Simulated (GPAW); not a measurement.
A computed O K-edge spectrum of one site in a crystal of Li, O and V, with its zero at a photon energy of about 525.2 eV (LDA puts this hole about 4 eV below PBE, itself good to a few eV). Method: GPAW, LDA + U, full core hole (charged cell) in a small cell, dipole transitions, broadening that rises with energy.

Energy from the lowest empty level; intensity scaled to a mean of 1 over the first 20 eV:

| E (eV) | intensity |
| --- | --- |
| -2.0 | 0.00 |
| -1.0 | 0.00 |
| 0.0 | 0.01 |
| 1.0 | 0.24 |
| 2.0 | 1.58 |
| 3.0 | 1.71 |
| 4.0 | 1.20 |
| 5.0 | 0.76 |
| 6.0 | 0.39 |
| 7.0 | 0.99 |
| 8.0 | 1.18 |
| 9.0 | 1.42 |
| 10.0 | 1.86 |
| 11.0 | 2.03 |
| 12.0 | 1.82 |
| 13.0 | 1.45 |
| 14.0 | 0.82 |
| 15.0 | 0.52 |
| 16.0 | 0.55 |
| 17.0 | 0.54 |
| 18.0 | 0.42 |
| 19.0 | 0.32 |
| 20.0 | 0.29 |
| 21.0 | 0.29 |
| 22.0 | 0.31 |
| 23.0 | 0.35 |
| 24.0 | 0.39 |
| 25.0 | 0.43 |
| 26.0 | 0.51 |
| 27.0 | 0.68 |
| 28.0 | 1.01 |
| 29.0 | 1.47 |
| 30.0 | 1.89 |
| 31.0 | 2.02 |
| 32.0 | 1.75 |

Question: Which coordination does this site have?

A K edge sees empty p states; the first features are O p mixed into the empty d states of the V neighbours, and the broad ones above probably into the cations' higher empty bands. It is atom 5 of LiVO2 (P4/mmm), with 2 Li at 1.96 Å and 4 V at 2.14 Å (distorted octahedral, site symmetry 4/mmm). Its main maxima below 24 eV lie at 2.2 eV (1.69), 3.2 eV (1.76), 4.4 eV (1.25), 10.8 eV (2.04) and 16.5 eV (0.57). A near-edge spectrum doesn't fix the structure by itself; it is matched against candidates. The hole lies in one spin channel, while the script sums the empty states of both and takes the lower zero; where the two channels are split, this blurs and shifts the curve. The crystal has 2 inequivalent O sites and not all are shown here, while a measurement adds them all. The spins start antiferromagnetically in a simple order, which needn't be the measured one; gap and edge can depend on it. The holes are only 5.0 Å apart, so the shape is probably not converged with cell size; no larger cell was run here. The mesh is coarse (0.35 Å⁻¹ between points), so small maxima may be mesh ripples. The structure is a computed Materials Project entry and may be a hypothetical form.

[Hosts, paths, dates, database ids (printed as entryN), source tags and the programs' standing remarks are cut or masked in the printed files.]

[Lists of maxima count a maximum above −3 eV only where it reaches 4 % of the highest in the window and stands out from its surroundings by 2 % of it (1.5 % where it reaches 55 %); shoulders and weaker maxima are passed over, and of the rest the first, up to two pre-edge ones and the few strongest are named.]
